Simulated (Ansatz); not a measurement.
# Rh (Rhodium, Fm-3m): thermal expansion from first principles, part 2 of 4

Aim: the lattice, expansion, heat capacity and bulk modulus of Rhodium as it warms.

Ansatz 0.2.0; DFT PBEsol, scalar-relativistic, plane waves, PAW.

So far. Step 2 (Probe on a coarse mesh): The start is under -2.7 GPa at this level and looks like a metal on this mesh.

The database entry behind the starting cell differs from later determinations by our own check (an axis about 0.2 % short against later determinations), so it need not match the best structure at ambient conditions.

## Step 4: Tight relaxation

The relaxation is repeated with tighter thresholds on force and stress, since phonons are sensitive to what is left; a change of mesh or smearing in the input moves the cell too.

File input.yaml:

```yaml
crystal:
  lattice:
    - [0.0, 1.8899900502, 1.8899900502]
    - [1.8899900502, 0.0, 1.8899900502]
    - [1.8899900502, 1.8899900502, 0.0]
  atoms:
    - { symbol: Rh, position: [0.0, 0.0, 0.0] }
kpoints:
  mp_grid: { grid: [20, 20, 20] }
hamiltonian:
  xc: pbesol
scf:
  occupations: { method: methfessel_paxton, width: 0.2 }
  lower_state_search: "off"
output:
  forces: true
  stress: true
  eigenvalues: true
  write_density: true
  write_potential: true
  elf: true
  volumetric_format: npy
relax:
  adjacent_minimum: "off"
  f_tol: 0.001
  max_steps: 60
  cell: { stress_tol: 0.01 }
```

Launch:

```sh
$ ansatz run input.yaml --threads 4 --pin off --max-ram 16384MiB --backend cpu --events-out ev --progress --plain --runs-dir out
```

Numbers of over 12 decimals in the logs are rounded to 6 here.

Log:

```text
[...]
Crystal: 1 atoms, lattice volume = 13.502 Å³
Basis set: ecut = 420 eV, 259 PW (Γ), exchange–correlation on 36×36×36 points (8 copies of the dense FFT grid, shifted against one another)
Bands: 13, of which v1, the nominal top of the filled ones, is band 9 counted from 1 (8 counted from 0)
Symmetry: 48 space group operations
[...]
k-points: 256 of 8000
[...]
SCF iter   1: F=—  HF=-6338.749271 eV  |F-HF|=—  |Δ(HF+E_count)|=         —  Δρ=9.48e-3  dr2=9.85e-3  ethr=1.77e-3  ⟨swp⟩=4.6  Hψ=17726  notcnv=0
[...]
SCF iter   5: F=-6338.746279 eV  HF=-6338.746279 eV  |F-HF|=2.53e-9  |Δ(HF+E_count)|=   1.01e-7  S|Δr|=    0.00e0  Δρ=2.22e-5  dr2=1.32e-8  ethr=5.88e-10  ⟨swp⟩=8.1  Hψ=21326  notcnv=0
SCF 1 converged in 5 iterations: F = -6338.746279 eV  dr2 = 1.32e-8
[...]
relax step   1: F+E_penalty+E_count = -6338.74627864 eV  Δ(F+E_penalty+E_count) = +0.000e0 eV  max|allowed force component| = 0.000e0 eV/Å  Δτ_max = 0.0000 Å  P = -0.090 GPa  Ω = 13.502 Å³  (5 SCF iters, dr2 threshold 1.00e-7 eV, accepted)
Crystal: 1 atoms, lattice volume = 13.495 Å³
[...]
SCF iter   3: F=-6338.746284 eV  HF=-6338.746284 eV  |F-HF|=1.98e-9  |Δ(HF+E_count)|=   1.38e-8  S|Δr|=    0.00e0  Δρ=1.23e-5  dr2=6.51e-9  ethr=1.20e-10  ⟨swp⟩=6.8  Hψ=15785  notcnv=0
SCF 2 converged in 3 iterations: F = -6338.746284 eV  dr2 = 6.51e-9
relax step   2: F+E_penalty+E_count = -6338.74628351 eV  Δ(F+E_penalty+E_count) = -4.867e-6 eV  max|allowed force component| = 0.000e0 eV/Å  Δτ_max = 0.0000 Å  P = +0.072 GPa  Ω = 13.495 Å³  energy of the carried Pulay correction = +4.429e-6 eV  (3 SCF iters, dr2 threshold 2.04e-8 eV, accepted)
Crystal: 1 atoms, lattice volume = 13.498 Å³
[...]
SCF iter   2: F=-6338.746282 eV  HF=-6338.746282 eV  |F-HF|=3.61e-9  |Δ(HF+E_count)|=   1.48e-6  S|Δr|=    0.00e0  Δρ=7.95e-6  dr2=4.97e-9  ethr=7.55e-11  ⟨swp⟩=5.0  Hψ=17922  notcnv=0
SCF 3 converged in 2 iterations: F = -6338.746282 eV  dr2 = 4.97e-9
relax step   3: F+E_penalty+E_count = -6338.74628227 eV  Δ(F+E_penalty+E_count) = +1.234e-6 eV  max|allowed force component| = 0.000e0 eV/Å  Δτ_max = 0.0000 Å  P = +0.000 GPa  Ω = 13.498 Å³  energy of the carried Pulay correction = +2.470e-6 eV  (2 SCF iters, dr2 threshold 1.28e-8 eV, accepted)
[...]
SCF iter   4: F=-6338.746278 eV  HF=-6338.746278 eV  |F-HF|=9.09e-13  |Δ(HF+E_count)|=  5.37e-11  S|Δr|=    0.00e0  Δρ=8.42e-8  dr2=3.16e-13  ethr=1.00e-12  ⟨swp⟩=4.0  Hψ=13448  notcnv=0
SCF 4 converged in 4 iterations: F = -6338.746278 eV  dr2 = 3.16e-13
relax step   4: F+E_penalty+E_count = -6338.74627780 eV  Δ(F+E_penalty+E_count) = +4.476e-6 eV  max|allowed force component| = 0.000e0 eV/Å  Δτ_max = 0.0000 Å  P = +0.000 GPa  Ω = 13.498 Å³  stress off target by 8.53e-5 GPa  SCF on the basis re-selected at this cell (its energy is not comparable with the rows above)  (4 SCF iters)
[...]
SCF converged after 4 iterations
Stability not checked: this state was not tested for a lower state beside it, because cold or Methfessel-Paxton smearing, or corrected tetrahedra, fill the levels in a way that the test cannot read (fill_not_monotonic; see scf.lower_state_search)
Free energy (F): -6338.746278 eV
[...]
Internal energy: -6338.748187 eV  (E = F + TS)
E sigma→0 (E₀):  -6338.746755 eV
Entropy (-TS):   0.001909 eV (1.909 meV/atom)
Fermi energy:    22.779385 eV
[...]
--- Stress (GPa, compression-positive) ---
        0.000085      -0.000000      -0.000000
       -0.000000       0.000085      -0.000000
       -0.000000      -0.000000       0.000085
  P = ⅓ Tr σ = 0.0001 GPa (0.001 kbar)
--- Band table (eV; the first three rows and the last of 256) ---
  k-point 0: bands = [... 5 lower, 19.5876, 19.5876, 19.5876, 21.7630, 21.7630, 38.4865, 43.9123, 43.9123]
  k-point 1: bands = [... 5 lower, 19.5405, 19.6288, 19.6288, 21.7393, 21.7393, 38.6379, 43.3682, 44.0616]
  k-point 2: bands = [... 5 lower, 19.4180, 19.7399, 19.7399, 21.6840, 21.6840, 39.0550, 42.1679, 44.5035]
  k-point 255: bands = [... 5 lower, 18.8388, 18.8388, 21.5313, 23.8075, 32.4716, 32.4716, 34.0923, 35.5703]
--- Relaxed structure (3 steps of the walk, 3 accepted, 1 SCFs on fresh bases) ---
[...]
cell:  # Å, volume = 13.4982 Å³
    - [0, 1.889798, 1.889798]
    - [1.889798, 0, 1.889798]
    - [1.889798, 1.889798, 0]
  atoms:
    - { symbol: Rh, position: [0.0, 0.0, 0.0] }
```

Run time: 2.8 s. Hardware: 4 threads of Arm Neoverse V2, shared host; peak memory 0.4 GiB.

Little changed from the start: no atom moved by 0.005 Å and no cell edge by 0.1 %.

This step gave:

```
pressure : 8.53e-5 GPa
```

Electrostatic potential energy in the ac plane of the conventional cell at fractional y = 0.000, with atoms of Rh within 0.2 Å of it. With pseudopotentials it is smooth inside the atoms' cores, unlike the true potential.

Ten even steps from '0' (-73 eV) to '9' (26 eV), each cell a mean:
```
01379999998620
23589999999742
56899999999876
89999877789998
99998533468999
99996310147999
99985200037999
99986200137999
99997422358999
99998765689999
77899988999987
34689999999853
01479999999631
00379999998520
```
Columns run along a (3.8 Å; values clipped at the 3rd and 97th percentile), rows up along c (3.8 Å), edges of the conventional cell, whose origin can differ from the input's. Atoms in or near the plane, at fractional coordinates: Rh at (0.00, 0.00), Rh at (0.50, 0.50).

ELF in the ac plane of the conventional cell at fractional y = 0.000, with atoms of Rh within 0.2 Å of it. It is the smooth field of the valence electrons, not physical close to the nuclei.

Ten even steps from '0' (0.19) to '9' (0.77), each cell a mean:
```
99730000001589
87410000001368
54211000001135
11011133211111
00002477631000
00014799862000
00015899973000
00015899973000
00013688741000
00011355421100
32111111101113
76310000000247
98620000001479
99730000001589
```
Columns run along a (3.8 Å), rows up along c (3.8 Å), edges of the conventional cell, whose origin can differ from the input's. Atoms in or near the plane, at fractional coordinates: Rh at (0.00, 0.00), Rh at (0.50, 0.50).

Valence density in the ac plane of the conventional cell at fractional y = 0.000, with atoms of Rh within 0.2 Å of it. It is the smooth field of the valence electrons, not physical close to the nuclei.

Values in e/Å³, 14 rows by 14 columns, each cell a mean:
```
13  9  5  1  0  0  0  0  0  0  1  2  6 11
 7  5  2  1  0  0  0  0  0  0  0  1  4  6
 3  2  1  0  0  0  0  0  0  0  0  1  1  2
 1  1  0  0  0  1  1  1  1  1  0  0  0  1
 0  0  0  0  1  2  5  5  4  2  1  0  0  0
 0  0  0  1  2  5  9 11  8  4  1  0  0  0
 0  0  0  1  3  7 13 14 11  5  1  0  0  0
 0  0  0  1  2  6 11 13  9  5  1  0  0  0
 0  0  0  0  1  4  6  7  5  2  1  0  0  0
 0  0  0  0  1  1  2  3  2  1  0  0  0  0
 1  1  1  0  0  0  1  1  1  0  0  0  1  1
 5  4  2  1  0  0  0  0  0  0  0  1  2  5
11  8  4  1  0  0  0  0  0  0  1  2  5  9
14 11  5  1  0  0  0  0  0  0  1  3  7 13
```
Columns run along a (3.8 Å), rows up along c (3.8 Å), edges of the conventional cell, whose origin can differ from the input's. Atoms in or near the plane, at fractional coordinates: Rh at (0.00, 0.00), Rh at (0.50, 0.50).

The residual pressure is 8.5e-5 GPa, small enough for phonons.

## Step 5: A new level, relaxed again

The functional, the potentials or the cutoff change, so the crystal is relaxed again at the new setting.

input.yaml, the sections that differ from step 4:

```yaml
crystal:
  lattice:
    - [0.0, 1.8897979426, 1.8897979426]
    - [1.8897979426, 0.0, 1.8897979426]
    - [1.8897979426, 1.8897979426, 0.0]
  atoms:
    - { symbol: Rh, position: [0.0, 0.0, 0.0] }
output:
  forces: true
  stress: true
  eigenvalues: true
basis:
  ecutwfc: 550.0
# kpoints, hamiltonian, scf, relax: as in step 4
```

Log:

```text
[...]
Crystal: 1 atoms, lattice volume = 13.498 Å³
Basis set: ecut = 550 eV, 411 PW (Γ), exchange–correlation on 48×48×48 points (8 copies of the dense FFT grid, shifted against one another)
Bands: 13, of which v1, the nominal top of the filled ones, is band 9 counted from 1 (8 counted from 0)
Symmetry: 48 space group operations
[...]
k-points: 256 of 8000
[...]
k-point 2: bands = [... 5 lower, 19.4201, 19.7421, 19.7421, 21.6860, 21.6860, 39.0575, 42.1700, 44.5043]
  k-point 255: bands = [... 5 lower, 18.8408, 18.8408, 21.5332, 23.8102, 32.4740, 32.4740, 34.0957, 35.5730]
--- Relaxed structure (3 steps of the walk, 3 accepted, 1 SCFs on fresh bases) ---
[...]
cell:  # Å, volume = 13.4968 Å³
    - [0, 1.889733, 1.889733]
    - [1.889733, 0, 1.889733]
    - [1.889733, 1.889733, 0]
  atoms:
    - { symbol: Rh, position: [0.0, 0.0, 0.0] }
[key lines of the parts left out:]
SCF converged after 5 iterations
Free energy (F): -6338.748124 eV
Fermi energy:    22.781673 eV
P = ⅓ Tr σ = -0.0001 GPa (-0.001 kbar)
```

Run time: 3.9 s. Hardware: 4 threads; peak memory 0.43 GiB.

Little changed from the start: no atom moved by 0.005 Å and no cell edge by 0.1 %.

Numbers from this step:

```
pressure : -5.15e-5 GPa
```

The residual pressure is -5.2e-5 GPa, small enough for phonons.

(Continued in part 3 of 4.)

[Logs are printed without paths, hosts, clocks, repeated set-up lines and the standing remarks that a program may print on its own settings, such as how far it seeks lower states.]

[Hosts, paths, dates, database ids (printed as entryN), source tags and the programs' standing remarks are cut or masked in the printed files.]

[A step with changed settings may run another functional than the one named; its input shows which.]
